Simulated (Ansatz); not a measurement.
# A hypothetical structure for HfMg3InS2, part 2 of 2

This structure for HfMg3InS2 is made up. Its elements were placed in a known structure type with a cell scaled to their sizes. What cell does the guess relax to, and how far off was it?

Ansatz 0.2.0; DFT, r2SCAN, plane-wave PAW, files of the set soft_1, scalar-relativistic, no spin, cell and ions relaxed at zero pressure; PAW set soft_1 (the session's first sound run).

So far: The structure; Relaxation of the guess. The relaxed cell has a = 6.573, c = 12.865 Å (conventional setting).

### 3. Bands of the relaxed cell

A second self-consistent run takes a narrower smearing and the mesh shown in its input; the bands follow along the standard path of the relaxed lattice.

This step: DFT, r2SCAN, plane-wave PAW, files of the set soft_1, scalar-relativistic, no spin, bands and density of states at the relaxed cell; PAW set soft_1 (Ansatz 0.2.0).

input.yaml

```yaml
crystal:
  lattice:
    - [3.286666133, 1.8975575768, 4.2884603043]
    - [-3.286666133, 1.8975575768, 4.2884603043]
    - [0.0, -3.7951151531, 4.2884603045]
  atoms:
    - { symbol: Hf, position: [0.0, 0.0, 0.0] }
    - { symbol: In, position: [0.5, 0.5, 0.5] }
    - { symbol: S, position: [0.8098514747, 0.8098514747, 0.8098514747] }
    - { symbol: S, position: [0.1901485253, 0.1901485253, 0.1901485253] }
    - { symbol: Mg, position: [0.5, 0.0, 0.5] }
    - { symbol: Mg, position: [0.5, 0.5, 0.0] }
    - { symbol: Mg, position: [0.0, 0.5, 0.5] }
kpoints:
  mp_grid: { grid: [6, 6, 6] }
  band_path:
    path:
      - [[0.0, 0.0, 0.0], [0.5, 0.0, 0.0], [0.5, 0.29719232, -0.29719232]]
      - [[0.70280768, 0.5, 0.29719232], [0.5, 0.5, 0.5], [0.0, 0.0, 0.0], [0.39859616, 0.0, -0.39859616]]
      - [[0.60140384, 0.39859616, 0.0], [0.5, 0.5, 0.0], [0.60140384, 0.60140384, 0.29719232], [0.5, 0.5, 0.5]]
      - [[0.5, 0.0, 0.0], [0.70280768, 0.39859616, 0.39859616]]
    npoints: 8
scf:
  occupations: { method: fermi_dirac, width: 0.03 }
  n_extra_bands: 11
hamiltonian:
  xc: r2scan
  pseudopotentials: { kind: paw, azcp: { folder: soft_1 } }
output:
  forces: true
  stress: true
  write_bands: true
  dos: { projected: true }
  write_density: true
  write_potential: true
  elf: true
  volumetric_format: npy
```

Command:

```bash
$ ansatz run input.yaml --threads 4 --pin off --max-ram 10240MiB --backend cpu --events-out ev --progress --plain --runs-dir out
```

Numbers of over 12 decimals in the logs are rounded to 6 here.

Output:

```text
[...]
Crystal: 7 atoms, lattice volume = 160.473 Å³
Basis set: ecut = 500 eV, 4059 PW (Γ), exchange–correlation on 180×180×180 points (64 copies of the dense FFT grid, shifted against one another)
Bands: 52, of which v1, the nominal top of the filled ones, is band 41 counted from 1 (40 counted from 0)
Symmetry: 12 space group operations
[...]
k-points: 32 of 216
[...]
SCF iter   1: F=—  HF=-28939.096161 eV  |F-HF|=—  |Δ(HF+E_count)|=         —  Δρ=4.80e-2  dr2=9.00e0  dr2_τ=2.16e-1  ethr=3.10e-3  ⟨swp⟩=7.2  Hψ=6793  notcnv=0  defer=5
[...]
SCF iter  11: F=-28938.315929 eV  HF=-28938.315929 eV  |F-HF|=1.78e-8  |Δ(HF+E_count)|=   3.03e-9  Δρ=4.18e-6  dr2=3.39e-8  dr2_τ=2.06e-9  ethr=1.23e-10  ⟨swp⟩=17.8  Hψ=14655  notcnv=0
SCF 1 converged in 11 iterations: F = -28938.315929 eV  dr2 = 3.39e-8
[...]
NSCF: frozen V_eff on 76 k-points
SCF converged after 11 iterations
Free energy (F): -28938.315929 eV
[...]
Internal energy: -28938.294246 eV  (E = F + TS)
E sigma→0 (E₀):  -28938.305087 eV
Entropy (-TS):   -0.021683 eV (-3.098 meV/atom)
Fermi energy:    7.893566 eV
[...]
--- Forces (eV/Å), atoms counted from 1 ---
  atom   1  Hf     0.00000000    -0.00000000     0.00000000
  atom   2  In     0.00000000    -0.00000000     0.00000000
  atom   3  S      0.00000000     0.00000000     0.02117916
  atom   4  S     -0.00000000    -0.00000000    -0.02117916
  atom   5  Mg    -0.00000000    -0.00000000     0.00000000
  atom   6  Mg     0.00000000     0.00000000    -0.00000000
  atom   7  Mg     0.00000000     0.00000000    -0.00000000
  max |Σ_I F_I| component: 1.39e-17 eV/Å
--- Stress (GPa, compression-positive) ---
       -0.031928      -0.000000      -0.000000
       -0.000000      -0.031928       0.000000
       -0.000000       0.000000       0.069772
  P = ⅓ Tr σ = 0.0020 GPa (0.020 kbar)
--- Band table (eV; the first three rows and the last of 32) ---
  k-point 0: bands = [... 37 lower, 6.6394, 6.7696, 7.2354, 7.2354, 7.5754, 7.5754, 10.3025, 10.3025, ... 7 higher]
  k-point 1: bands = [... 37 lower, 5.9122, 6.5790, 7.2277, 7.6366, 7.9936, 8.2460, 9.9671, 10.3106, ... 7 higher]
  k-point 2: bands = [... 37 lower, 5.7318, 6.5775, 7.2661, 7.7027, 8.7907, 9.1291, 9.5721, 10.2085, ... 7 higher]
  k-point 31: bands = [... 37 lower, 5.7089, 7.6864, 7.6864, 8.8077, 9.3889, 9.3889, 9.5550, 9.5550, ... 7 higher]
```

It took 6.4 s on 4 threads of AMD EPYC 9B45 (Zen 5), shared host; peak memory 1.2 GiB; 23 s of CPU time.

Numbers from this step:

```
free energy             : -28938.3159 eV
energy at zero smearing : -28938.3051 eV
smearing term TS        : 0.02168 eV
Fermi energy            : 7.894 eV
pressure                : 0.001972 GPa
```

bands.tsv at the labelled points (eV, zero at the Fermi level; the bands that come nearest the Fermi level along the path):

```tsv
point	band 38	band 39	band 40	band 41	band 42	band 43	band 44	band 45
Γ	-1.25	-1.12	-0.66	-0.66	-0.32	-0.32	2.41	2.41
L	-2.18	-1.17	-0.59	-0.18	0.92	1.93	1.95	2.14
B1	-2.01	-0.99	-0.62	-0.12	0.91	1.65	1.71	1.94
B	-2.01	-0.99	-0.62	-0.12	0.91	1.65	1.71	1.94
Z	-2.18	-0.21	-0.21	0.91	1.50	1.50	1.66	1.66
Γ	-1.25	-1.12	-0.66	-0.66	-0.32	-0.32	2.41	2.41
X	-1.54	-1.45	0.07	0.46	0.56	0.65	1.74	2.08
Q	-1.54	-1.45	0.07	0.46	0.56	0.65	1.74	2.08
F	-1.57	-1.49	0.17	0.42	0.47	0.58	1.48	2.31
P1	-2.06	-0.79	-0.55	-0.20	0.95	1.61	1.74	1.91
Z	-2.18	-0.21	-0.21	0.91	1.50	1.50	1.66	1.66
L	-2.18	-1.17	-0.59	-0.18	0.92	1.93	1.95	2.14
P	-2.06	-0.79	-0.55	-0.20	0.95	1.61	1.74	1.91
```

States per cell as run, both spins, in windows of 1 eV, from dos.tsv (zero at the Fermi level): Near the top, bands beyond those computed are missing, so counts there can be too low.

| from | to | total |
| --- | --- | --- |
| -8 | -7 | 0.00 |
| -7 | -6 | 2.04 |
| -6 | -5 | 1.72 |
| -5 | -4 | 3.93 |
| -4 | -3 | 3.13 |
| -3 | -2 | 3.67 |
| -2 | -1 | 2.94 |
| -1 | 0 | 3.62 |
| 0 | 1 | 3.22 |
| 1 | 2 | 3.76 |
| 2 | 3 | 5.13 |
| 3 | 4 | 1.00 |
| 4 | 5 | 2.46 |

Below -8 eV lie 60.0 more states.

Valence density in the ac plane of the cell as run, not the conventional one, at fractional y = 0.500, with atoms of In and Mg within 0.2 Å of it. It is the smooth field of the valence electrons, not physical close to the nuclei.

Ten steps, logarithmic in the rise over the least value, from '0' (0 e/Å³) to '9' (22 e/Å³), each cell a mean:
```
0000002797200000
0000000254100000
0000000010000000
0000000110000000
0000011211000000
1000123442100012
7300125765210047
9720126786411159
9720124777421027
5410012465310002
0000001222210000
0000000111100000
0000000000000000
0000001220000000
0000004773000000
0000005997100000
```
Columns run along a (5.7 Å), rows up along c (5.7 Å). Atoms in or near the plane, at fractional coordinates: In at (0.50, 0.50), Mg at (0.50, 0.00), Mg at (0.00, 0.50).

ELF in the ac plane of the cell as run, not the conventional one, at fractional y = 0.500, with atoms of In and Mg within 0.2 Å of it. It is the smooth field of the valence electrons, not physical close to the nuclei.

Values, 16 rows by 16 columns, each cell a mean:
```
0.04 0.04 0.07 0.11 0.13 0.07 0.13 0.30 0.24 0.32 0.14 0.09 0.23 0.24 0.19 0.10
0.08 0.04 0.04 0.06 0.10 0.15 0.09 0.13 0.24 0.23 0.07 0.11 0.26 0.29 0.27 0.19
0.14 0.06 0.04 0.06 0.12 0.25 0.32 0.24 0.15 0.10 0.10 0.19 0.27 0.29 0.29 0.24
0.17 0.10 0.08 0.10 0.17 0.28 0.38 0.46 0.48 0.45 0.40 0.35 0.29 0.27 0.26 0.23
0.10 0.12 0.15 0.20 0.24 0.24 0.27 0.30 0.38 0.50 0.57 0.49 0.35 0.19 0.11 0.09
0.09 0.06 0.21 0.35 0.29 0.25 0.26 0.23 0.24 0.30 0.45 0.57 0.40 0.10 0.07 0.14
0.30 0.17 0.13 0.41 0.36 0.27 0.17 0.06 0.07 0.19 0.30 0.50 0.45 0.10 0.23 0.32
0.17 0.29 0.12 0.34 0.46 0.28 0.15 0.02 0.01 0.07 0.24 0.38 0.48 0.15 0.24 0.24
0.23 0.32 0.14 0.24 0.54 0.34 0.22 0.07 0.02 0.06 0.23 0.30 0.46 0.24 0.13 0.30
0.26 0.23 0.08 0.21 0.55 0.48 0.30 0.22 0.15 0.17 0.26 0.27 0.38 0.32 0.09 0.13
0.05 0.05 0.07 0.23 0.47 0.57 0.48 0.34 0.28 0.27 0.25 0.24 0.28 0.25 0.15 0.07
0.17 0.19 0.22 0.27 0.36 0.47 0.55 0.54 0.46 0.36 0.29 0.24 0.17 0.12 0.10 0.13
0.21 0.27 0.29 0.28 0.27 0.23 0.21 0.24 0.34 0.41 0.35 0.20 0.10 0.06 0.06 0.11
0.16 0.26 0.30 0.29 0.22 0.07 0.08 0.14 0.12 0.13 0.21 0.15 0.08 0.04 0.04 0.07
0.09 0.18 0.26 0.27 0.19 0.05 0.23 0.32 0.29 0.17 0.06 0.12 0.10 0.06 0.04 0.04
0.04 0.09 0.16 0.21 0.17 0.05 0.26 0.23 0.17 0.30 0.09 0.10 0.17 0.14 0.08 0.04
```
Columns run along a (5.7 Å), rows up along c (5.7 Å). Atoms in or near the plane, at fractional coordinates: In at (0.50, 0.50), Mg at (0.50, 0.00), Mg at (0.00, 0.50).

Electrostatic potential energy in the ac plane of the cell as run, not the conventional one, at fractional y = 0.500, with atoms of In and Mg within 0.2 Å of it. With pseudopotentials it is smooth inside the atoms' cores, unlike the true potential.

Ten even steps from '_' (-65 eV) to '@' (12 eV), each cell a mean:
```
@@@@@@@@@@@@**..__..**%%@@@@@@@@
@@@@@@@@@@@@%%**==++##@@@@@@@@@@
@@@@@@@@@@@@@@%%%%%%%%@@@@@@@@@@
@@@@@@@@@@@@@@@@@@@@@@@@@@@@@@@@
@@@@@@@@@@@@%%%%%%@@@@@@@@@@@@%%
##%%@@@@@@##**++**##@@@@@@%%##**
::**%%@@@@##======++##@@@@%%++..
__::##%%@@##========**%%@@%%==__
__..**%%@@%%++======++%%@@%%**..
==++##%%@@@@##++====**%%@@@@%%**
%%%%%%@@@@@@@@%%######@@@@@@@@@@
@@@@@@@@@@@@@@@@@@@@@@@@@@@@@@@@
@@@@@@@@@@@@%%%%%%@@@@@@@@@@@@@@
@@@@@@@@@@%%##**##%%@@@@@@@@@@@@
@@@@@@@@@@%%++..::**%%@@@@@@@@@@
@@@@@@@@@@%%==____::##@@@@@@@@@@
```
Columns run along a (5.7 Å; values clipped at the 3rd and 97th percentile), rows up along c (5.7 Å). Atoms in or near the plane, at fractional coordinates: In at (0.50, 0.50), Mg at (0.50, 0.00), Mg at (0.00, 0.50).

### 4. Summary of results

```yaml
space_group_relaxed: R-3m
conventional_cell: a = 6.573, b = 6.573, c = 12.865 Å; α = 90.0°, β = 90.0°, γ = 120.0°
volume_per_atom: 22.92 Å³ (guess 20.13)
```

**Reading.** HfMg3InS2 relaxes to R-3m with a = 6.573, b = 6.573 and c = 12.865 Å. The guessed volume was 12 % too small. The space group R-3m was held in the relaxation, so the end point is a stationary structure within it and may be a saddle against distortions or other arrangements. Bands cross the Fermi level, so it is a metal or semimetal at this level. The electron count is odd, which forces that without spin polarisation or a larger cell. On the 6×6×6 mesh with the narrower smearing (relaxed on 6×6×6) the largest force component is 0.021 eV/Å and the largest stress component is 0.070 GPa, against the relaxation's thresholds of 0.015 eV/Å and 0.05 GPa. The cutoff wasn't tested. Spin-orbit coupling is left out, which can matter for elements this heavy. No dispersion term is used, so weakly bound directions may come out too long. Nothing here tests whether the compound is stable against decomposition.

[Logs are printed without paths, hosts, clocks, repeated set-up lines and the standing remarks that a program may print on its own settings, such as how far it seeks lower states.]

[Hosts, paths, dates, database ids (printed as entryN), source tags and the programs' standing remarks are cut or masked in the printed files.]
